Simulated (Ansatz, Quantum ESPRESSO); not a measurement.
# Al: work function by face, part 3 of 6

Wanted: work functions of Al face by face, under two functionals.

Quantum ESPRESSO 7.5; plane-wave DFT, PBE, GBRV ultrasoft pseudopotentials; geometry and cross-check by Ansatz 0.2.0 with PAW datasets.

So far. Step 2 (Relaxation with Ansatz of (111)):  Held were the atoms numbered 3; the forces quoted are those on the free ones. Step 6 (Electrostatic potential of (111)): On (111) the work function under LDA lies +0.17 eV from PBE's.

**7. Relaxation with Ansatz of (100)**

Level of this step: plane-wave DFT, PBE, Ansatz PAW (Ansatz 0.2.0).

Input file input.yaml:

```yaml
crystal:
  lattice:
    - [2.8637824638, 0.0, 0.0]
    - [0.0, 2.8637824638, 0.0]
    - [0.0, 0.0, 24.1]
  atoms:
    - { symbol: Al, position: [0.0, 0.0, 0.3319502075] }
    - { symbol: Al, position: [0.5, 0.5, 0.4159751037] }
    - { symbol: Al, position: [0.0, 0.0, 0.5] }
    - { symbol: Al, position: [0.5, 0.5, 0.5840248963] }
    - { symbol: Al, position: [0.0, 0.0, 0.6680497925] }
kpoints:
  mp_grid: { grid: [10, 10, 1] }
hamiltonian:
  xc: pbe
scf:
  occupations: { method: fermi_dirac, width: 0.1 }
  convergence: { dr2_threshold: 1.0e-08 }
efield:
  axis: 3
  dipole_correction: true
  ramp_position: 0.97
  ramp_width: 0.04
relax:
  f_tol: 0.01
  constraints: [{ sites: [2] }]
output:
  write_potential: true
  write_density: true
  volumetric_format: npy
```

The run is started by

```sh
$ ansatz run input.yaml --threads 2 --pin off --max-ram 4096MiB --backend cpu --events-out ev --progress --plain --runs-dir out
```

Numbers of over 12 decimals in the logs are rounded to 6 here.

Log:

```text
[...]
Crystal: 5 atoms, lattice volume = 197.650 Å³
Basis set: ecut = 420 eV, 3877 PW (Γ), exchange–correlation on 40×40×324 points (8 copies of the dense FFT grid, shifted against one another)
Bands: 13, of which v1, the nominal top of the filled ones, is band 8 counted from 1 (7 counted from 0)
Symmetry: 8 space group operations
k-points: 21 of 100
[...]
SCF iter   1: F=—  HF=-2686.570259 eV  |F-HF|=—  |Δ(HF+E_count)|=         —  Δρ=1.27e-3  dr2=3.68e-2  ethr=1.77e-3  p=-0.000 e·Å  D=-2.22e-4 V/Å  ΔV_dip=0.01 eV  dr2_dipole=1.17e-5  V_vac-E_F(+/−)=4.09/4.09 eV  ⟨swp⟩=8.3  Hψ=2195  notcnv=0
[...]
SCF iter   7: F=-2686.568257 eV  HF=-2686.568257 eV  |F-HF|=1.31e-10  |Δ(HF+E_count)|=   1.34e-8  Δρ=2.06e-7  dr2=2.35e-10  ethr=6.67e-11  p=0.000 e·Å  D=1.66e-7 V/Å  ΔV_dip=-0.00 eV  dr2_dipole=4.28e-16  V_vac-E_F(+/−)=4.28/4.28 eV  ⟨swp⟩=9.1  Hψ=1686  notcnv=0
SCF 1 converged in 7 iterations: F = -2686.568257 eV  dr2 = 2.35e-10
[...]
relax step   1: F+E_penalty+E_count = -2686.56825672 eV  Δ(F+E_penalty+E_count) = +0.000e0 eV  max|allowed force component| = 1.042e-1 eV/Å  Δτ_max = 0.0000 Å  (7 SCF iters, accepted)
[...]
SCF iter   6: F=-2686.582018 eV  HF=-2686.582018 eV  |F-HF|=1.42e-8  |Δ(HF+E_count)|=   2.97e-7  Δρ=9.82e-7  dr2=3.77e-9  ethr=6.67e-11  p=-0.000 e·Å  D=-1.99e-7 V/Å  ΔV_dip=0.00 eV  dr2_dipole=9.60e-17  V_vac-E_F(+/−)=4.22/4.22 eV  ⟨swp⟩=8.3  Hψ=2002  notcnv=0
SCF 2 converged in 6 iterations: F = -2686.582018 eV  dr2 = 3.77e-9
[...]
relax step   2: F+E_penalty+E_count = -2686.58201775 eV  Δ(F+E_penalty+E_count) = -1.376e-2 eV  max|allowed force component| = 4.577e-2 eV/Å  Δτ_max = 0.1265 Å  (6 SCF iters, accepted)
SCF iter   1: F=—  HF=-2686.583999 eV  |F-HF|=—  |Δ(HF+E_count)|=         —  Δρ=6.35e-4  dr2=1.13e-2  ethr=9.94e-4  p=-0.000 e·Å  D=-2.20e-7 V/Å  ΔV_dip=0.00 eV  dr2_dipole=4.22e-12  V_vac-E_F(+/−)=4.24/4.24 eV  ⟨swp⟩=3.4  Hψ=885  notcnv=0  defer=5
[...]
SCF iter   6: F=-2686.583350 eV  HF=-2686.583350 eV  |F-HF|=2.46e-9  |Δ(HF+E_count)|=   6.48e-9  Δρ=4.97e-7  dr2=9.89e-10  ethr=6.67e-11  p=-0.000 e·Å  D=-1.13e-8 V/Å  ΔV_dip=0.00 eV  dr2_dipole=1.00e-14  V_vac-E_F(+/−)=4.24/4.24 eV  ⟨swp⟩=9.3  Hψ=1666  notcnv=0
SCF 3 converged in 6 iterations: F = -2686.583350 eV  dr2 = 9.89e-10
[...]
relax step   3: F+E_penalty+E_count = -2686.58335039 eV  Δ(F+E_penalty+E_count) = -1.333e-3 eV  max|allowed force component| = 1.034e-2 eV/Å  Δτ_max = 0.0341 Å  (6 SCF iters, accepted)
SCF iter   1: F=—  HF=-2686.583096 eV  |F-HF|=—  |Δ(HF+E_count)|=         —  Δρ=1.04e-4  dr2=3.69e-4  ethr=1.54e-5  p=-0.000 e·Å  D=-8.42e-9 V/Å  ΔV_dip=0.00 eV  dr2_dipole=6.71e-14  V_vac-E_F(+/−)=4.24/4.24 eV  ⟨swp⟩=2.1  Hψ=835  notcnv=0  defer=5
[...]
SCF iter   4: F=-2686.583401 eV  HF=-2686.583401 eV  |F-HF|=7.54e-9  |Δ(HF+E_count)|=   2.14e-7  Δρ=8.75e-7  dr2=2.27e-9  ethr=6.67e-11  p=-0.000 e·Å  D=-2.99e-8 V/Å  ΔV_dip=0.00 eV  dr2_dipole=1.73e-14  V_vac-E_F(+/−)=4.24/4.24 eV  ⟨swp⟩=8.6  Hψ=1906  notcnv=0
SCF 4 converged in 4 iterations: F = -2686.583401 eV  dr2 = 2.27e-9
relax step   4: F+E_penalty+E_count = -2686.58340073 eV  Δ(F+E_penalty+E_count) = -5.035e-5 eV  max|allowed force component| = 5.824e-4 eV/Å  Δτ_max = 0.0040 Å  (4 SCF iters, accepted)
NSCF: frozen V_eff on 21 k-points
[...]
WARN: The input density's exchange-correlation potential varies sharply where the density is thin. Do not read a vacuum level from v_tot or v_xc, or from such a field of the output density. On a cell that repeats whose density bears no net charge and no dipole along the vacuum's axis use v_es (v_loc + v_h of the components); under efield.dipole_correction with no amplitude use v_es + v_field, which holds any external [...]
SCF converged after 4 iterations
Free energy (F): -2686.583401 eV
[...]
Internal energy: -2686.507779 eV  (E = F + TS)
E sigma→0 (E₀):  -2686.545590 eV
Entropy (-TS):   -0.075622 eV (-15.124 meV/atom)
Fermi energy:    0.947860 eV
Dipole field:    D = 0.000000 V/Å  (p = 0.000000 e·Å, saw-weighted, corrected)
Work function:   Φ+ = 4.2377 eV   Φ− = 4.2377 eV
[...]
--- Forces (eV/Å), atoms counted from 1 ---
  atom   1  Al     0.00000000     0.00000000    -0.00058238
  atom   2  Al     0.00000000     0.00000000    -0.00021551
  atom   3  Al     0.00000000     0.00000000     0.00000010
  atom   4  Al    -0.00000000     0.00000000     0.00021560
  atom   5  Al    -0.00000000     0.00000000     0.00058216
  max |Σ_I F_I| component: 3.55e-8 eV/Å
--- Band table (eV; the first three rows and the last of 21) ---
  k-point 0: bands = [... 4 lower, -3.1679, -1.2951, 1.6663, 3.8349, 4.7994, 5.7753, 5.9044, 6.5491, ... 1 higher]
  k-point 1: bands = [... 4 lower, -2.9926, -1.1277, 1.8316, 3.9960, 4.0656, 4.8652, 4.9809, 5.9595, ... 1 higher]
  k-point 2: bands = [... 4 lower, -2.4691, -0.6272, 1.3017, 2.1341, 2.3719, 3.5032, 4.5351, 5.3339, ... 1 higher]
  k-point 20: bands = [... 4 lower, -0.3215, -0.2252, 0.4113, 0.5353, 0.5353, 0.8044, 1.9049, 2.1258, ... 1 higher]
--- Relaxed structure (4 steps of the walk, 4 accepted, 0 SCFs on fresh bases) ---
  F+E_penalty+E_count = -2686.58340073 eV   max|allowed force component| = 5.824e-4 eV/Å
  atoms:
    - { symbol: Al, position: [0, 0.0, 0.327955] }
    - { symbol: Al, position: [0.500000, 0.500000, 0.413244] }
    - { symbol: Al, position: [0.0, 0.0, 0.500000] }
    - { symbol: Al, position: [0.500000, 0.500000, 0.586756] }
    - { symbol: Al, position: [0, 0.0, 0.672045] }
```

Run time: 10 s. Hardware: 2 threads of Arm Neoverse V2, shared host; peak memory 0.36 GiB.

Relaxation path:

```tsv
step	energy less that of the first step (eV)	largest force component (eV/Å)
1	0.0000	0.1042
2	-0.0138	0.0458
3	-0.0151	0.0103
4	-0.0151	0.0006
```

The atoms that moved most (Å):

```tsv
atom	dx	dy	dz	length
Al5	0.000	0.000	0.096	0.096
Al1	0.000	0.000	-0.096	0.096
Al4	0.000	0.000	0.066	0.066
Al2	0.000	0.000	-0.066	0.066
```

The relaxation lowers the energy by 3 meV an atom. Held were the atoms numbered 3; the forces quoted are those on the free ones.

Read from the output:

```
free energy                     : -2686.5834 eV
energy at zero smearing         : -2686.5456 eV
smearing term TS                : 0.07562 eV
Fermi energy                    : 0.9479 eV
symmetry operations             : 8
work function of the upper face : 4.238 eV
work function of the lower face : 4.238 eV
dipole along the normal         : 1.61e-7 e·Å
```

**8. Ground state of (100), PBE**

Level of this step: plane-wave DFT, PBE, GBRV ultrasoft pseudopotentials (Quantum ESPRESSO 7.5).

Input file 100.pbe.in:

```
&control
  prefix = '100.pbe'
  outdir = './out'
  pseudo_dir = './pseudo'
  calculation = 'scf'
  tprnfor = .true.
/
&system
  ibrav = 0
  nat = 5
  ntyp = 1
  ecutwfc = 40
  ecutrho = 200
  occupations = 'smearing'
  smearing = 'mv'
  degauss = 0.02
/
&electrons
  conv_thr = 1e-07
  mixing_beta = 0.4
  electron_maxstep = 120
  mixing_mode = 'local-TF'
/
ATOMIC_SPECIES
  Al  26.9815  al_pbe_v1.uspp.F.UPF
CELL_PARAMETERS angstrom
  2.86378246380000 0.00000000000000 0.00000000000000
  0.00000000000000 2.86378246380000 0.00000000000000
  0.00000000000000 0.00000000000000 24.10000000000000
ATOMIC_POSITIONS crystal
  Al  -0.000000000000 0.000000000000 0.327955494577
  Al  0.500000000000 0.500000000000 0.413243863293
  Al  0.000000000000 0.000000000000 0.500000000000
  Al  0.500000000000 0.500000000000 0.586756137698
  Al  -0.000000000000 0.000000000000 0.672044509135
K_POINTS automatic
  10 10 1 0 0 0
```

The run is started by

```sh
$ OMP_NUM_THREADS=1 mpirun -n 2 pw.x -nk 2 -in 100.pbe.in > 100.pbe.out
```

Log:

```text
[banner, memory and clock lines left out]
Program PWSCF v.7.5 starts
[citation notice left out]

[...]
Message from routine setup:
[...]
bravais-lattice index     =            0
     lattice parameter (alat)  =       5.4118  a.u.
     unit-cell volume          =    1333.8092 (a.u.)^3
     number of atoms/cell      =            5
     number of atomic types    =            1
     number of electrons       =        15.00
     number of Kohn-Sham states=           12
     kinetic-energy cutoff     =      40.0000  Ry
     charge density cutoff     =     200.0000  Ry
     scf convergence threshold =      1.0E-07
     mixing beta               =       0.4000
     number of iterations used =            8  local-TF  mixing
     Exchange-correlation= SLA  PW   PBE  PBE
                           (   1   4   3   4   0   0   0)

[...]
PseudoPot. # 1 for Al read from file:
     ./pseudo/al_pbe_v1.uspp.F.UPF
     Pseudo is Ultrasoft + core correction, Zval =  3.0
     Generated by new atomic code, or converted to UPF format
     Using radial grid of  893 points,  3 beta functions with:
                l(1) =   0
                l(2) =   1
                l(3) =   2
     Q(r) pseudized with  8 coefficients,  rinner =    0.900   0.900   0.900
                                                       0.900   0.900

     atomic species   valence    mass     pseudopotential
     Al                3.00    26.98150     Al( 1.00)

     16 Sym. Ops., with inversion, found

[...]
number of k points=    21  Marzari-Vanderbilt smearing, width (Ry)=  0.0200
[...]
Dense  grid:    63653 G-vectors     FFT dimensions: (  25,  25, 216)

     Smooth grid:    45579 G-vectors     FFT dimensions: (  24,  24, 192)

     Initial potential from superposition of free atoms

     starting charge      14.9877, renormalised to      15.0000

     negative rho (up, down):  1.515E-04 0.000E+00
     Starting wfcs are   20 randomized atomic wfcs

     per-process dynamical memory:    48.9 Mb

     Self-consistent Calculation

     iteration #  1     ecut=    40.00 Ry     beta= 0.40
     Davidson diagonalization with overlap
     ethr =  1.00E-02,  avg # of iterations =  3.0

     negative rho (up, down):  3.661E-06 0.000E+00

     total energy              =     -33.48596501 Ry
     estimated scf accuracy    <       0.28682982 Ry

     iteration #  2     ecut=    40.00 Ry     beta= 0.40
[...]
negative rho (up, down):  3.289E-05 0.000E+00

[...]
total energy              =     -33.45598059 Ry
     estimated scf accuracy    <       0.16735105 Ry

     iteration #  3     ecut=    40.00 Ry     beta= 0.40
[...]
total energy              =     -33.46981797 Ry
     estimated scf accuracy    <       0.00906560 Ry

     iteration #  4     ecut=    40.00 Ry     beta= 0.40
[...]
negative rho (up, down):  3.100E-04 0.000E+00

[...]
total energy              =     -33.46858704 Ry
     estimated scf accuracy    <       0.00838520 Ry

     iteration #  5     ecut=    40.00 Ry     beta= 0.40
[...]
negative rho (up, down):  2.492E-04 0.000E+00

[...]
total energy              =     -33.46913170 Ry
     estimated scf accuracy    <       0.00388274 Ry

     iteration #  6     ecut=    40.00 Ry     beta= 0.40
[...]
negative rho (up, down):  1.104E-05 0.000E+00

[...]
total energy              =     -33.46844579 Ry
     estimated scf accuracy    <       0.00265035 Ry

[...]
iteration # 11     ecut=    40.00 Ry     beta= 0.40
[...]
negative rho (up, down):  2.333E-04 0.000E+00

[...]
total energy              =     -33.46865036 Ry
     estimated scf accuracy    <       0.00000509 Ry

     iteration # 12     ecut=    40.00 Ry     beta= 0.40
[...]
negative rho (up, down):  2.197E-04 0.000E+00

[...]
total energy              =     -33.46864992 Ry
     estimated scf accuracy    <       0.00000206 Ry

     iteration # 13     ecut=    40.00 Ry     beta= 0.40
[...]
negative rho (up, down):  1.865E-04 0.000E+00

[...]
total energy              =     -33.46865026 Ry
     estimated scf accuracy    <       0.00000096 Ry

     iteration # 14     ecut=    40.00 Ry     beta= 0.40
[...]
negative rho (up, down):  1.865E-04 0.000E+00

[...]
End of self-consistent calculation

          k = 0.0000 0.0000 0.0000 (  5779 PWs)   bands (ev):

    -9.8115  -8.9318  -7.5002  -5.5656  -3.1906  -1.3289   1.6563   3.8306
     4.7584   5.7606   5.7962   6.8222

          k = 0.0000 0.1000 0.0000 (  5737 PWs)   bands (ev):

    -9.6312  -8.7524  -7.3220  -5.3891  -3.0154  -1.1599   1.8218   3.9932
     4.0527   4.8580   4.9400   5.9731

[...]
the Fermi energy is     0.9497 ev

!    total energy              =     -33.46865030 Ry
     estimated scf accuracy    <       0.00000003 Ry
     smearing contrib. (-TS)   =      -0.00148640 Ry
     internal energy E=F+TS    =     -33.46716390 Ry

     The total energy is F=E-TS. E is the sum of the following terms:
     one-electron contribution =    -223.12286584 Ry
     hartree contribution      =     115.17262296 Ry
     xc contribution           =     -21.18586003 Ry
     ewald contribution        =      95.66893901 Ry

     convergence has been achieved in  14 iterations

     negative rho (up, down):  1.865E-04 0.000E+00

     Forces acting on atoms (cartesian axes, Ry/au):

     atom    1 type  1   force =     0.00000000    0.00000000   -0.00018596
     atom    2 type  1   force =     0.00000000    0.00000000   -0.00025541
     atom    3 type  1   force =     0.00000000    0.00000000    0.00000000
     atom    4 type  1   force =     0.00000000    0.00000000    0.00025541
     atom    5 type  1   force =     0.00000000    0.00000000    0.00018596

     Total force =     0.000447     Total SCF correction =     0.000273
     SCF correction compared to forces is large: reduce conv_thr to get better values

[...]
```

It took 18 s on 2 MPI ranks; peak memory 0.23 GiB; 37 s of CPU time.

Read from the output:

| Property | Result |
| --- | --- |
| free energy | -455.3642 eV |
| Fermi energy | 0.9497 eV |

**9. Electrostatic potential of (100)**

Input file 100.pbe.pot.in:

```
&inputpp
  prefix = '100.pbe'
  outdir = './out'
  filplot = '100.pbe.pot.dat'
  plot_num = 11
/
```

The run is started by

```sh
$ OMP_NUM_THREADS=1 mpirun -n 2 pp.x -in 100.pbe.pot.in > 100.pbe.pot.out
```

Log:

```text
[banner, memory and clock lines left out]
Program POST-PROC v.7.5 starts
[citation notice left out]

[...]
./out/100.pbe.save/

[...]
negative rho (up, down):  1.865E-04 0.000E+00

     Calling punch_plot, plot_num =  11
     Writing data to file  100.pbe.pot.dat
     Message from routine chdens:
     namelist plot not found or invalid, exiting
```

The job ended after 0.75 s (2 MPI ranks; peak memory 0.11 GiB).

Read from the output:

| Quantity | Value |
| --- | --- |
| work function of the upper face | 4.223 eV |
| slope of the potential above | 1.96e-4 eV/Å |
| upper vacuum line continued to the top atoms, over the Fermi level | 4.222 eV |
| work function of the lower face | 4.223 eV |
| slope of the potential below | -1.34e-4 eV/Å |
| lower vacuum line continued to the bottom atoms, over the Fermi level | 4.223 eV |

The potential energy, planar mean oscillates, so the rows of the table below give means over windows of 2.12 Å about each position, cut where the curve ends. Its maxima inside the range that stand out by 2 % of the span (Å: eV): 8.9: -1.85, 11.0: -1.68, 13.1: -1.68, 15.2: -1.85. Its minima: 7.9: -11.9, 9.9: -12.1, 12.1: -12.2, 14.2: -12.1, 16.2: -11.9.

Electrostatic potential energy of an electron; zero at the Fermi level. The potential energy, planar mean by z; means over each step:

```tsv
z (Å)	potential energy, planar mean (eV)
1.06	4.22
3.18	4.22
5.30	4.04
7.42	-4.87
9.54	-6.65
11.66	-6.60
13.78	-6.55
15.90	-6.40
18.02	2.97
20.14	4.22
22.26	4.22
```

**10. Ground state of (100), LDA**

Level of this step: plane-wave DFT, LDA, GBRV ultrasoft pseudopotentials (Quantum ESPRESSO 7.5).

100.lda.in, as its differences from the input of step 8:

```diff
@@ -1,3 +1,3 @@
 &control
-  prefix = '100.pbe'
+  prefix = '100.lda'
   outdir = './out'
@@ -24,3 +24,3 @@
 ATOMIC_SPECIES
-  Al  26.9815  al_pbe_v1.uspp.F.UPF
+  Al  26.9815  al_lda_v1.uspp.F.UPF
 CELL_PARAMETERS angstrom
```

The run is started by

```sh
$ OMP_NUM_THREADS=1 mpirun -n 2 pw.x -nk 2 -in 100.lda.in > 100.lda.out
```

Log:

```text
[banner, memory and clock lines left out]
Program PWSCF v.7.5 starts
[...]
Message from routine setup:
[...]
number of electrons       =        15.00
     number of Kohn-Sham states=           12
     kinetic-energy cutoff     =      40.0000  Ry
     charge density cutoff     =     200.0000  Ry
[...]
number of k points=    21  Marzari-Vanderbilt smearing, width (Ry)=  0.0200
[...]
Dense  grid:    63653 G-vectors     FFT dimensions: (  25,  25, 216)
[...]
negative rho (up, down):  1.606E-04 0.000E+00
     Starting wfcs are   20 randomized atomic wfcs
[...]
negative rho (up, down):  6.085E-06 0.000E+00
[...]
estimated scf accuracy    <       0.29260443 Ry
[...]
negative rho (up, down):  6.233E-05 0.000E+00
[...]
estimated scf accuracy    <       0.17013161 Ry
[...]
estimated scf accuracy    <       0.00930189 Ry
[...]
negative rho (up, down):  3.279E-04 0.000E+00
[...]
estimated scf accuracy    <       0.00874365 Ry
[...]
negative rho (up, down):  2.494E-04 0.000E+00
[...]
estimated scf accuracy    <       0.00354021 Ry
[...]
negative rho (up, down):  3.569E-06 0.000E+00
[...]
estimated scf accuracy    <       0.00232829 Ry
[...]
negative rho (up, down):  2.585E-04 0.000E+00
[...]
estimated scf accuracy    <       0.00100089 Ry
[...]
negative rho (up, down):  4.746E-03 0.000E+00
[...]
estimated scf accuracy    <       0.00131632 Ry
[...]
negative rho (up, down):  2.521E-03 0.000E+00
[...]
estimated scf accuracy    <       0.00005092 Ry
[...]
negative rho (up, down):  3.514E-04 0.000E+00
[...]
estimated scf accuracy    <       0.00005535 Ry
[...]
negative rho (up, down):  1.894E-04 0.000E+00
[...]
estimated scf accuracy    <       0.00000099 Ry
[...]
negative rho (up, down):  2.026E-04 0.000E+00
[...]
estimated scf accuracy    <       0.00000032 Ry
[...]
negative rho (up, down):  2.054E-04 0.000E+00
[...]
the Fermi energy is     0.7697 ev
!    total energy              =     -33.13332436 Ry
     estimated scf accuracy    <       0.00000009 Ry
     smearing contrib. (-TS)   =      -0.00147726 Ry
     internal energy E=F+TS    =     -33.13184710 Ry
[...]
one-electron contribution =    -223.16878457 Ry
     hartree contribution      =     115.21567418 Ry
     xc contribution           =     -20.84767572 Ry
     ewald contribution        =      95.66893901 Ry
     convergence has been achieved in  13 iterations
     negative rho (up, down):  2.054E-04 0.000E+00
[...]
Total force =     0.008854     Total SCF correction =     0.000473
[...]
```

Elapsed: 17 s, on 2 MPI ranks; peak memory 0.23 GiB.

Read from the output:

```
free energy  : -450.8018 eV
Fermi energy : 0.7697 eV
```

**11. Electrostatic potential of (100)**

Input file 100.lda.pot.in:

```
&inputpp
  prefix = '100.lda'
  outdir = './out'
  filplot = '100.lda.pot.dat'
  plot_num = 11
/
```

The run is started by

```sh
$ OMP_NUM_THREADS=1 mpirun -n 2 pp.x -in 100.lda.pot.in > 100.lda.pot.out
```

Run time: 0.73 s. Hardware: 2 MPI ranks; peak memory 0.11 GiB; 1.3 s of CPU time.

Read from the output:

| Item | Value |
| --- | --- |
| work function of the upper face | 4.377 eV |
| slope of the potential above | 1.72e-4 eV/Å |
| upper vacuum line continued to the top atoms, over the Fermi level | 4.376 eV |
| work function of the lower face | 4.377 eV |
| slope of the potential below | -1.21e-4 eV/Å |
| lower vacuum line continued to the bottom atoms, over the Fermi level | 4.376 eV |

On (100) the work function under LDA lies +0.15 eV from PBE's.

(Part 3 of 6 ends here.)

[Logs are printed without paths, hosts, clocks, repeated set-up lines and the standing remarks that a program may print on its own settings, such as how far it seeks lower states.]

[Hosts, paths, dates, database ids (printed as entryN), source tags and the programs' standing remarks are cut or masked in the printed files.]

[Maps of the electrostatic potential energy from Ansatz leave out the sawtooth potential of an applied field or a dipole correction, so their vacuum need not be flat; planar profiles and work functions include it.]
